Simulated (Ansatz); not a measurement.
## VInSi in the AlB2 type: lattice stability ahead of a resistivity run

Question: is the lattice of VInSi in the AlB2 type stable, and if so, what are its coupling constant and resistivity?

Program: Ansatz 0.2.0. Level of theory: DFT PBE, scalar-relativistic, plane waves, PAW; PAW set soft_1. Results are calculated unless marked as measured.

The structure was built from a prototype and need not be the compound's stable phase.

**1. Starting point**

Symmetry: P-6m2, No. 187, hexagonal system. Conventional cell: a = 4.038 Å, b = 4.038 Å, c = 4.240 Å, α = 90.00°, β = 90.00°, γ = 120.00°. V has 6 Si at 3.15 Å and 6 In at 3.15 Å nearest. Nearest to Si lie 3 In at 2.33 Å and 6 V at 3.15 Å. Nearest to In lie 3 Si at 2.33 Å and 6 V at 3.15 Å. Farther neighbours are not listed.

**2. Relaxation**

Lattice constant and positions set the bands and the force constants, so the cell is relaxed first.

Input file input.yaml:

```yaml
crystal:
  lattice:
    - [4.03801, 0.0, 0.0]
    - [-2.01901, 3.49702, 0.0]
    - [0.0, 0.0, 4.23991]
  atoms:
    - { symbol: V, position: [0.0, 0.0, 0.0] }
    - { symbol: Si, position: [0.33333333, 0.66666667, 0.5] }
    - { symbol: In, position: [0.66666667, 0.33333333, 0.5] }
kpoints:
  mp_grid: { grid: [9, 9, 8] }
hamiltonian:
  xc: pbe
  pseudopotentials: { kind: paw, azcp: { folder: soft_1 } }
scf:
  occupations: { method: gaussian, width: 0.1 }
output:
  forces: true
  stress: true
  eigenvalues: true
relax:
  adjacent_minimum: "off"
  f_tol: 0.005
  max_steps: 80
  cell: { stress_tol: 0.05 }
```

On the command line:

```console
$ ansatz run input.yaml --threads 4 --pin off --max-ram 12288MiB --backend cpu --events-out ev --progress --plain --runs-dir out
```

Numbers of over 12 decimals in the logs are rounded to 6 here.

The program printed:

```text
Engine: ansatz 0.2.0, aarch64-unknown-linux-gnu
Pseudopotentials: kind: paw
Pseudopotential: V, paw, valence charge 13, recommended cutoff 420 eV (normal), soft_1/V.paw.azcp
Pseudopotential: Si, paw, valence charge 4, recommended cutoff 420 eV (normal), soft_1/Si.paw.azcp
Pseudopotential: In, paw, valence charge 13, recommended cutoff 420 eV (normal), soft_1/In.paw.azcp
Functional definition: PBE
  parameter kappa = 0.804
  parameter beta = 0.066725
  exchange = pbe_x(kappa = kappa, mu = beta*pi^2/3)
  correlation = pbe_c(beta = beta)
Crystal: 3 atoms, lattice volume = 59.872 Å³
Basis set: ecut = 420 eV, 1191 PW (Γ), exchange–correlation on 54×54×60 points (8 copies of the dense FFT grid, shifted against one another)
Bands: 19, of which v1, the nominal top of the filled ones, is band 15 counted from 1 (14 counted from 0)
Symmetry: 12 space group operations
Space group: P-6m2 (ITA 187), of the structure as read, at distance tolerance 3.9e-5 Å
k-points: 60 of 648 (time reversal used)
Non-local potential: V, projectors of the file, l = 0: 3, l = 1: 2, l = 2: 3, l = 3: 1
Non-local potential: Si, projectors of the file, l = 0: 2, l = 1: 2, l = 2: 1
Non-local potential: In, projectors of the file, l = 0: 2, l = 1: 2, l = 2: 2, l = 3: 1
PAW form: soft (Blöchl's): semilocal exchange-correlation on the pseudo side does not see the compensation charge
PAW one-centre angular grid: V, 590 points (default); XC on 64 Gauss nodes
PAW one-centre angular grid: Si, 110 points (default); XC on 64 Gauss nodes
PAW one-centre angular grid: In, 590 points (default); XC on 64 Gauss nodes
Initial density: superposition of atomic densities (chi_scale 0.1, normalization cell, long waves kept (reshape's long-wave potential 0.00 eV rms))
Initial wavefunctions: pseudopotential atomic-orbital guess
Functional: x = pbe(κ = 0.804, μ = 0.219515), c = pbe(β = 0.066725)
SCF iter   1: F=—  HF=-9142.630909 eV  |F-HF|=—  |Δ(HF+E_count)|=         —  Δρ=4.90e-2  dr2=1.84e0  ethr=3.10e-3  ⟨swp⟩=6.0  Hψ=5625  notcnv=0
preconditioner: auto → Kerker (q_TF=auto, 2.432 Å⁻¹)  [metal: Δε(μ)=0.007 eV  Ē_g=9.014 eV  σ=0.100 eV  W_gap=0.04  n_scr=20 (ndim 8)  ℏωp=22.5 eV  f_vac=0.000  D(μ)=6.84/eV (n_scr^D=84)]
SCF iter   2: F=—  HF=-9142.364959 eV  |F-HF|=—  |Δ(HF+E_count)|=   2.66e-1  Δρ=2.18e-2  dr2=3.19e-1  ethr=3.10e-3  ⟨swp⟩=2.8  Hψ=2415  notcnv=0
SCF iter   3: F=—  HF=-9142.327961 eV  |F-HF|=—  |Δ(HF+E_count)|=   3.70e-2  Δρ=9.74e-3  dr2=3.71e-2  ethr=1.06e-3  ⟨swp⟩=2.5  Hψ=1806  notcnv=0
SCF iter   4: F=—  HF=-9142.323378 eV  |F-HF|=—  |Δ(HF+E_count)|=   4.58e-3  Δρ=5.82e-3  dr2=9.44e-3  ethr=1.24e-4  ⟨swp⟩=2.4  Hψ=1807  notcnv=0
SCF iter   5: F=—  HF=-9142.321375 eV  |F-HF|=—  |Δ(HF+E_count)|=   2.00e-3  Δρ=1.05e-3  dr2=8.33e-4  ethr=3.15e-5  ⟨swp⟩=1.5  Hψ=1311  notcnv=0
SCF iter   6: F=—  HF=-9142.321310 eV  |F-HF|=—  |Δ(HF+E_count)|=   6.51e-5  Δρ=2.15e-4  dr2=2.91e-5  ethr=2.78e-6  ⟨swp⟩=2.0  Hψ=1429  notcnv=0
SCF iter   7: F=—  HF=-9142.321345 eV  |F-HF|=—  |Δ(HF+E_count)|=   3.51e-5  Δρ=6.13e-5  dr2=2.98e-6  ethr=9.71e-8  ⟨swp⟩=2.7  Hψ=1934  notcnv=0
SCF iter   8: F=—  HF=-9142.321345 eV  |F-HF|=—  |Δ(HF+E_count)|=   2.88e-7  Δρ=2.20e-5  dr2=4.37e-7  ethr=9.93e-9  ⟨swp⟩=2.5  Hψ=1901  notcnv=0
SCF iter   9: F=-9142.321345 eV  HF=-9142.321345 eV  |F-HF|=3.38e-9  |Δ(HF+E_count)|=   6.37e-8  Δρ=5.51e-6  dr2=2.29e-8  ethr=3.33e-10  ⟨swp⟩=5.3  Hψ=4740  notcnv=0
SCF 1 converged in 9 iterations: F = -9142.321345 eV  dr2 = 2.29e-8
  greatest PAW one-centre occupation: 0.999 electrons in one spin orbital (limit 2), on the V atom at site 0 (counted from 0), in its partial waves of l = 0
relax step   1: F+E_penalty+E_count = -9142.32134486 eV  Δ(F+E_penalty+E_count) = +0.000e0 eV  max|allowed force component| = 1.156e-16 eV/Å  Δτ_max = 0.0000 Å  P = +3.598 GPa  Ω = 59.872 Å³  (9 SCF iters, dr2 threshold 1.00e-7 eV, accepted)
Crystal: 3 atoms, lattice volume = 59.751 Å³
Basis set: ecut = 420 eV, 1177 PW (Γ), exchange–correlation on 54×54×60 points (8 copies of the dense FFT grid, shifted against one another)
Initial density: handed on by an earlier stage of this run
Initial wavefunctions: those handed on with the density
iter 1 solved again at ethr=8.68e-5 eV; its pass at ethr=3.10e-3 eV (dr2=2.60e-2 eV) is discarded
SCF iter   1: F=—  HF=-9142.825629 eV  |F-HF|=—  |Δ(HF+E_count)|=         —  Δρ=8.78e-3  dr2=2.61e-2  ethr=8.68e-5  ⟨swp⟩=1.0  Hψ=7206  notcnv=0
preconditioner: auto → Kerker (q_TF=auto, 2.432 Å⁻¹)  [metal: Δε(μ)=0.011 eV  Ē_g=9.885 eV  σ=0.100 eV  W_gap=0.06  n_scr=20 (ndim 8)  ℏωp=22.5 eV  f_vac=0.000  D(μ)=6.07/eV (n_scr^D=70)]
SCF iter   2: F=—  HF=-9142.822743 eV  |F-HF|=—  |Δ(HF+E_count)|=   2.89e-3  Δρ=4.04e-3  dr2=6.50e-3  ethr=8.68e-5  ⟨swp⟩=1.1  Hψ=1144  notcnv=0
SCF iter   3: F=—  HF=-9142.822204 eV  |F-HF|=—  |Δ(HF+E_count)|=   5.39e-4  Δρ=2.54e-3  dr2=2.25e-3  ethr=2.17e-5  ⟨swp⟩=1.0  Hψ=1142  notcnv=0
SCF iter   4: F=—  HF=-9142.821978 eV  |F-HF|=—  |Δ(HF+E_count)|=   2.26e-4  Δρ=2.86e-4  dr2=4.78e-5  ethr=7.51e-6  ⟨swp⟩=2.2  Hψ=1375  notcnv=0
SCF iter   5: F=—  HF=-9142.821996 eV  |F-HF|=—  |Δ(HF+E_count)|=   1.81e-5  Δρ=6.85e-5  dr2=4.05e-6  ethr=1.59e-7  ⟨swp⟩=2.0  Hψ=1508  notcnv=0
SCF iter   6: F=-9142.821996 eV  HF=-9142.821996 eV  |F-HF|=9.82e-8  |Δ(HF+E_count)|=   3.61e-7  Δρ=1.82e-5  dr2=2.65e-7  ethr=1.00e-9  ⟨swp⟩=4.0  Hψ=4989  notcnv=0
SCF 2 converged in 6 iterations: F = -9142.821996 eV  dr2 = 2.65e-7
relax step   2: F+E_penalty+E_count = -9142.82199567 eV  Δ(F+E_penalty+E_count) = -5.007e-1 eV  max|allowed force component| = 1.411e-16 eV/Å  Δτ_max = 0.0000 Å  P = -0.247 GPa  Ω = 59.751 Å³  energy of the carried Pulay correction = +2.877e-5 eV  (6 SCF iters, dr2 threshold 3.00e-7 eV, accepted)
Crystal: 3 atoms, lattice volume = 58.142 Å³
Basis set: ecut = 420 eV, 1147 PW (Γ), exchange–correlation on 54×54×60 points (8 copies of the dense FFT grid, shifted against one another)
iter 1 solved again at ethr=1.17e-4 eV; its pass at ethr=3.10e-3 eV (dr2=3.52e-2 eV) is discarded
SCF iter   1: F=—  HF=-9143.177822 eV  |F-HF|=—  |Δ(HF+E_count)|=         —  Δρ=6.23e-3  dr2=3.56e-2  ethr=1.17e-4  ⟨swp⟩=1.0  Hψ=6897  notcnv=0
preconditioner: auto → Kerker (q_TF=auto, 2.443 Å⁻¹)  [metal: Δε(μ)=0.008 eV  Ē_g=9.880 eV  σ=0.100 eV  W_gap=0.05  n_scr=20 (ndim 8)  ℏωp=22.8 eV  f_vac=0.000  D(μ)=6.40/eV (n_scr^D=82)]
SCF iter   2: F=—  HF=-9143.174588 eV  |F-HF|=—  |Δ(HF+E_count)|=   3.23e-3  Δρ=3.05e-3  dr2=9.15e-3  ethr=1.17e-4  ⟨swp⟩=1.0  Hψ=1140  notcnv=0
[...]
relax step   7: F+E_penalty+E_count = -9144.36891274 eV  Δ(F+E_penalty+E_count) = -3.516e-1 eV  max|allowed force component| = 9.560e-17 eV/Å  Δτ_max = 0.0000 Å  P = +2.431 GPa  Ω = 49.647 Å³  energy of the carried Pulay correction = +1.892e-3 eV  (6 SCF iters, dr2 threshold 3.00e-7 eV, accepted)
relax step   8: F+E_penalty+E_count = -9144.71174020 eV  Δ(F+E_penalty+E_count) = -3.428e-1 eV  max|allowed force component| = 3.787e-17 eV/Å  Δτ_max = 0.0000 Å  P = +5.240 GPa  Ω = 47.693 Å³  energy of the carried Pulay correction = +2.292e-3 eV  (6 SCF iters, dr2 threshold 3.00e-7 eV, accepted)
relax step   9: F+E_penalty+E_count = -9144.84399494 eV  Δ(F+E_penalty+E_count) = -1.323e-1 eV  max|allowed force component| = 1.234e-16 eV/Å  Δτ_max = 0.0000 Å  P = +5.404 GPa  Ω = 47.691 Å³  energy of the carried Pulay correction = +2.302e-3 eV  (6 SCF iters, dr2 threshold 3.00e-7 eV, accepted)
relax step  10: F+E_penalty+E_count = -9144.89482570 eV  Δ(F+E_penalty+E_count) = -5.083e-2 eV  max|allowed force component| = 1.018e-16 eV/Å  Δτ_max = 0.0000 Å  P = +0.394 GPa  Ω = 49.479 Å³  energy of the carried Pulay correction = +1.940e-3 eV  (6 SCF iters, dr2 threshold 3.00e-7 eV, accepted)
relax step  11: F+E_penalty+E_count = -9144.89500052 eV  Δ(F+E_penalty+E_count) = -1.748e-4 eV  max|allowed force component| = 5.860e-17 eV/Å  Δτ_max = 0.0000 Å  P = -0.011 GPa  Ω = 49.655 Å³  energy of the carried Pulay correction = +1.906e-3 eV  (6 SCF iters, dr2 threshold 3.00e-7 eV, accepted)
relax step  12: F+E_penalty+E_count = -9144.90828610 eV  Δ(F+E_penalty+E_count) = -1.329e-2 eV  max|allowed force component| = 6.322e-17 eV/Å  Δτ_max = 0.0000 Å  P = +0.461 GPa  Ω = 49.655 Å³  stress off target by 6.93e-1 GPa  SCF on the basis re-selected at this cell (its energy is not comparable with the rows above)  (7 SCF iters)
relax step  13: F+E_penalty+E_count = -9144.90883391 eV  Δ(F+E_penalty+E_count) = -5.478e-4 eV  max|allowed force component| = 9.406e-17 eV/Å  Δτ_max = 0.0000 Å  P = +0.040 GPa  Ω = 49.871 Å³  energy of the carried Pulay correction = -6.144e-5 eV  (6 SCF iters, dr2 threshold 3.00e-7 eV, accepted)
relax step  14: F+E_penalty+E_count = -9144.90883638 eV  Δ(F+E_penalty+E_count) = -2.479e-6 eV  max|allowed force component| = 1.033e-16 eV/Å  Δτ_max = 0.0000 Å  P = +0.000 GPa  Ω = 49.893 Å³  energy of the carried Pulay correction = -6.764e-5 eV  (6 SCF iters, dr2 threshold 1.40e-8 eV, accepted)
iter 1 solved again at ethr=3.02e-7 eV; its pass at ethr=3.10e-3 eV (dr2=9.06e-5 eV) is discarded
SCF iter   1: F=—  HF=-9144.908826 eV  |F-HF|=—  |Δ(HF+E_count)|=         —  Δρ=1.99e-4  dr2=4.11e-7  ethr=3.02e-7  ⟨swp⟩=3.0  Hψ=8294  notcnv=0
preconditioner: auto → none  [metal: Δε(μ)=0.014 eV  Ē_g=10.291 eV  σ=0.100 eV  W_gap=0.08  n_scr=8 (ndim 8)  ℏωp=24.7 eV  f_vac=0.000  D(μ)=2.69/eV (n_scr^D=26)]
SCF iter   2: F=—  HF=-9144.908888 eV  |F-HF|=—  |Δ(HF+E_count)|=   6.24e-5  Δρ=9.96e-5  dr2=1.03e-7  ethr=1.37e-9  ⟨swp⟩=2.0  Hψ=1646  notcnv=0
SCF iter   3: F=—  HF=-9144.908902 eV  |F-HF|=—  |Δ(HF+E_count)|=   1.36e-5  Δρ=1.93e-6  dr2=1.86e-9  ethr=3.43e-10  ⟨swp⟩=1.0  Hψ=1140  notcnv=0
SCF iter   4: F=—  HF=-9144.908902 eV  |F-HF|=—  |Δ(HF+E_count)|=  4.93e-10  Δρ=3.74e-7  dr2=4.30e-11  ethr=6.19e-12  ⟨swp⟩=2.0  Hψ=1810  notcnv=0
iter 5 did not close the SCF: its close was put off for the readings that it lacked (scf_convergence_deferred on its scf_iter line)
SCF iter   5: F=-9144.908902 eV  HF=-9144.908902 eV  |F-HF|=3.64e-12  |Δ(HF+E_count)|=  1.09e-11  Δρ=1.77e-7  dr2=6.06e-12  ethr=1.00e-12  ⟨swp⟩=1.0  Hψ=1140  notcnv=0
iter 6 did not close the SCF: its close was put off for the readings that it lacked (scf_convergence_deferred on its scf_iter line)
SCF iter   6: F=-9144.908902 eV  HF=-9144.908902 eV  |F-HF|=3.64e-12  |Δ(HF+E_count)|=  5.46e-12  Δρ=3.26e-8  dr2=4.15e-13  ethr=1.00e-12  ⟨swp⟩=1.0  Hψ=1140  notcnv=0
iter 7 did not close the SCF: its close was put off for the readings that it lacked (scf_convergence_deferred on its scf_iter line)
SCF iter   7: F=-9144.908902 eV  HF=-9144.908902 eV  |F-HF|=1.82e-12  |Δ(HF+E_count)|=  1.82e-12  Δρ=3.76e-9  dr2=6.33e-15  ethr=1.00e-12  ⟨swp⟩=1.0  Hψ=1140  notcnv=0
iter 8 did not close the SCF: its close was put off for the readings that it lacked (scf_convergence_deferred on its scf_iter line)
SCF iter   8: F=-9144.908902 eV  HF=-9144.908902 eV  |F-HF|=1.82e-12  |Δ(HF+E_count)|=    0.00e0  Δρ=1.59e-9  dr2=7.23e-16  ethr=1.00e-12  ⟨swp⟩=1.0  Hψ=1140  notcnv=0
SCF iter   9: F=-9144.908902 eV  HF=-9144.908902 eV  |F-HF|=1.82e-12  |Δ(HF+E_count)|=  3.64e-12  Δρ=4.18e-10  dr2=3.37e-17  ethr=1.00e-12  ⟨swp⟩=1.8  Hψ=2636  notcnv=0
SCF 15 converged in 9 iterations: F = -9144.908902 eV  dr2 = 3.37e-17
relax step  15: F+E_penalty+E_count = -9144.90890177 eV  Δ(F+E_penalty+E_count) = -6.538e-5 eV  max|allowed force component| = 1.079e-16 eV/Å  Δτ_max = 0.0000 Å  P = +0.001 GPa  Ω = 49.893 Å³  stress off target by 1.15e-3 GPa  SCF on the basis re-selected at this cell (its energy is not comparable with the rows above)  (9 SCF iters)
basis re-selected at this cell: Δ(F+E_penalty+E_count) = -6.538e-5 eV, ΔP = +0.000 GPa vs the last step (what re-selecting the basis moved, of the pressure what is left beyond the Pulay correction that the steps carried, after the strain that the cell walked since its last selection, with what the two solves' SCF thresholds leave and, on support functions, any second-order correction that the steps lacked; it is no m [...]
SCF converged after 9 iterations
Free energy (F): -9144.908902 eV
Harris-Foulkes:  -9144.908902 eV  (|F-HF|=1.82e-12)
Internal energy: -9144.895443 eV  (E = F + TS)
E sigma→0 (E₀):  -9144.902172 eV
Entropy (-TS):   -0.013459 eV (-4.486 meV/atom)
Fermi energy:    13.573248 eV
--- Per-component energies (eV) ---
  E_band       = -146.734137
  E_kinetic    = 557.186818
  E_local      = -2298.605213  (includes V_loc(G=0)·N_el)
  E_nonlocal   = 431.403995
  E_hartree    = 970.002181
  E_xc         = -315.165415
  E_vxc        = -283.769553  (∫ρ·V_xc dr)
  E_paw        = -5847.201874  (= ΣΔE_a)
  E_vpaw       = -492.955821  (= ΣTr[D̂ρ^β])
  E_aug_tail   = 0.001275  (compensation charges beyond the density's cutoff)
  E_ewald      = -2642.517210
  E_smearing   = -0.013459  (= −TS)
  E_closure    = 0.000000  (closes the sum)
  Σ components = -9144.908902   (vs F -9144.908902, Δ=0.00e0)
--- Forces (eV/Å), atoms counted from 1 ---
  atom   1  V      0.00000000    -0.00000000    -0.00000000
  atom   2  Si     0.00000000    -0.00000000    -0.00000000
  atom   3  In    -0.00000000     0.00000000     0.00000000
  max |Σ_I F_I| component: 6.48e-17 eV/Å
--- Stress (GPa, compression-positive) ---
        0.001146      -0.000000       0.000000
        0.000000       0.001146      -0.000000
        0.000000      -0.000000      -0.000455
  P = ⅓ Tr σ = 0.0006 GPa (0.006 kbar)
--- Band table (eV; the first three rows and the last of 60) ---
  k-point 0: bands = [... 11 lower, 9.5398, 9.7807, 11.7663, 13.2585, 13.2585, 14.9670, 14.9670, 15.7781]
  k-point 1: bands = [... 11 lower, 9.8617, 10.0761, 12.1130, 12.9831, 12.9831, 15.3409, 15.3409, 15.8091]
  k-point 2: bands = [... 11 lower, 10.7644, 10.9622, 12.3258, 12.4547, 12.4547, 15.0257, 15.5230, 15.5230]
  k-point 59: bands = [... 11 lower, 9.3318, 10.5775, 11.2233, 13.4829, 13.6280, 14.2303, 14.3338, 14.5936]
--- Relaxed structure (13 steps of the walk, 13 accepted, 2 SCFs on fresh bases) ---
  F+E_penalty+E_count = -9144.90890177 eV   max|allowed force component| = 1.079e-16 eV/Å   (the final SCF, on the basis selected at the relaxed cell)
  cell:  # Å, volume = 49.8933 Å³
    - [4.641380, 3.3180971186889948e-6, 0]
    - [-2.320693, 4.019552, 1.4224252865601542e-17]
    - [0, 1.7245993276263327e-17, 2.674343]
  atoms:
    - { symbol: V, position: [0, 0, 0] }
    - { symbol: Si, position: [0.333333, 0.666667, 0.5] }
    - { symbol: In, position: [0.666667, 0.333333, 0.5] }
```

The job ended after 24 s (4 threads of Arm Neoverse V2, shared host; peak memory 0.44 GiB; 90 s of CPU time).

This run has no spin polarisation, although V can carry a moment.

Relaxation path:

```csv
step,energy less that of the first step (eV),largest force component (eV/Å),pressure (GPa),volume (Å³)
1,0.0000,0.0000,3.60,59.87
2,-0.5007,0.0000,-0.25,59.75
3,-0.8517,0.0000,-1.27,58.14
4,-1.1425,0.0000,-1.41,56.13
5,-1.4152,0.0000,-0.98,53.98
6,-1.6959,0.0000,0.39,51.76
7,-2.0476,0.0000,2.43,49.65
8,-2.3904,0.0000,5.24,47.69
9,-2.5226,0.0000,5.40,47.69
10,-2.5735,0.0000,0.39,49.48
11,-2.5737,0.0000,-0.01,49.65
12*,-2.5869,0.0000,0.46,49.65
13,-2.5875,0.0000,0.04,49.87
14,-2.5875,0.0000,0.00,49.89
15*,-2.5876,0.0000,0.00,49.89
```

Relaxation steps marked * repeat the geometry before them on a plane-wave basis chosen anew for their cell, so energy and pressure can jump there.

The run keeps the 12 symmetry operations that it works with, so distortions that break them were not tested.

```csv
cell as run,before,after,change
a (Å),4.038,4.641,+14.9 %
b (Å),4.038,4.641,+14.9 %
c (Å),4.240,2.674,-36.9 %
volume (Å³/atom),19.96,16.63,-16.7 %
```

The relaxed structure:

```xyz
3
Lattice="4.6414 0.0000 0.0000 -2.3207 4.0196 0.0000 0.0000 0.0000 2.6743" Properties=species:S:1:pos:R:3 pbc="T T T"
V     0.0000    0.0000    0.0000
Si    0.0000    2.6797    1.3372
In    2.3207    1.3399    1.3372
```

Numbers from this step:

```
pressure          : 6.12e-4 GPa
volume per atom   : 16.63 Å³/atom
metallic on mesh  : yes
gap on the k-mesh : 0 eV
```

The largest force is now zero by symmetry and the largest stress component 0.0011 GPa.

**3. Relaxation**

The relaxation is repeated from the new cell as a check.

input.yaml, the sections that differ from step 2:

```yaml
crystal:
  lattice:
    - [4.6413802901, 3.3181e-06, 0.0]
    - [-2.3206930186, 4.0195515808, 0.0]
    - [0.0, 0.0, 2.6743432124]
  atoms:
    - { symbol: V, position: [0.0, 0.0, 0.0] }
    - { symbol: Si, position: [0.3333333333, 0.6666666667, 0.5] }
    - { symbol: In, position: [0.6666666667, 0.3333333333, 0.5] }
kpoints:
  mp_grid: { grid: [9, 9, 12] }
# hamiltonian, scf, output, relax: as in step 2
```

The program printed:

```text
[the first part of the log is left out]
  E_vxc        = -283.779691  (∫ρ·V_xc dr)
  E_paw        = -5847.213524  (= ΣΔE_a)
  E_vpaw       = -492.975964  (= ΣTr[D̂ρ^β])
  E_aug_tail   = 0.001269  (compensation charges beyond the density's cutoff)
  E_ewald      = -2642.174861
  E_smearing   = -0.010780  (= −TS)
  E_closure    = 0.000000  (closes the sum)
  Σ components = -9144.922878   (vs F -9144.922878, Δ=0.00e0)
[...]
--- Stress (GPa, compression-positive) ---
       -0.002471      -0.000000       0.000000
        0.000000      -0.002471      -0.000000
        0.000000      -0.000000      -0.005027
  P = ⅓ Tr σ = -0.0033 GPa (-0.033 kbar)
--- Band table (eV; the first three rows and the last of 84) ---
[...]
--- Relaxed structure (3 steps of the walk, 3 accepted, 1 SCFs on fresh bases) ---
[...]
cell:  # Å, volume = 49.8690 Å³
    - [4.646271, 3.3215909273086236e-6, 1.3187782138545428e-19]
    - [-2.323138, 4.023787, 0]
    - [0, 0, 2.667419]
  atoms:
    - { symbol: V, position: [0, 0, 0] }
    - { symbol: Si, position: [0.333333, 0.666667, 0.5] }
    - { symbol: In, position: [0.666667, 0.333333, 0.5] }
```

Wall time 8.4 s (4 threads); peak memory 0.44 GiB; 32 s of CPU time.

The steps of the relaxation:

```csv
step,energy less that of the first step (eV),largest force component (eV/Å),pressure (GPa),volume (Å³)
1,0.0000,0.0000,-0.11,49.89
2,-0.0003,0.0000,0.03,49.86
3,-0.0003,0.0000,0.00,49.87
4,-0.0003,0.0000,0.00,49.87
```

The log counts 1 steps on a newly chosen plane-wave basis, not all of them marked here; energy and pressure can jump at such steps.

```csv
"conventional cell, symmetrised",before,after,change
a (Å),4.641,4.646,+0.1 %
b (Å),4.641,4.646,+0.1 %
c (Å),2.674,2.667,-0.3 %
volume (Å³/atom),16.63,16.62,-0.0 %
```

Final coordinates:

```cif
data_structure
_symmetry_space_group_name_H-M 'P 1'
_symmetry_Int_Tables_number 1
_cell_length_a 4.6463
_cell_length_b 4.6463
_cell_length_c 2.6674
_cell_angle_alpha 90.000
_cell_angle_beta 90.000
_cell_angle_gamma 120.000
_cell_volume 49.87
loop_
_atom_site_label
_atom_site_type_symbol
_atom_site_fract_x
_atom_site_fract_y
_atom_site_fract_z
_atom_site_occupancy
V1 V 0.00000 0.00000 0.00000 1
Si2 Si 0.33333 0.66667 0.50000 1
In3 In 0.66667 0.33333 0.50000 1
```

Numbers from this step:

| Property | Result |
| --- | --- |
| pressure | -0.003323 GPa |
| volume per atom | 16.62 Å³/atom |

The largest force is now zero by symmetry and the largest stress component 0.0050 GPa.

[end of part 1 of 3]

[Logs are printed without paths, hosts, clocks, repeated set-up lines and the standing remarks that a program may print on its own settings, such as how far it seeks lower states.]

[Hosts, paths, dates, database ids (printed as entryN), source tags and the programs' standing remarks are cut or masked in the printed files.]
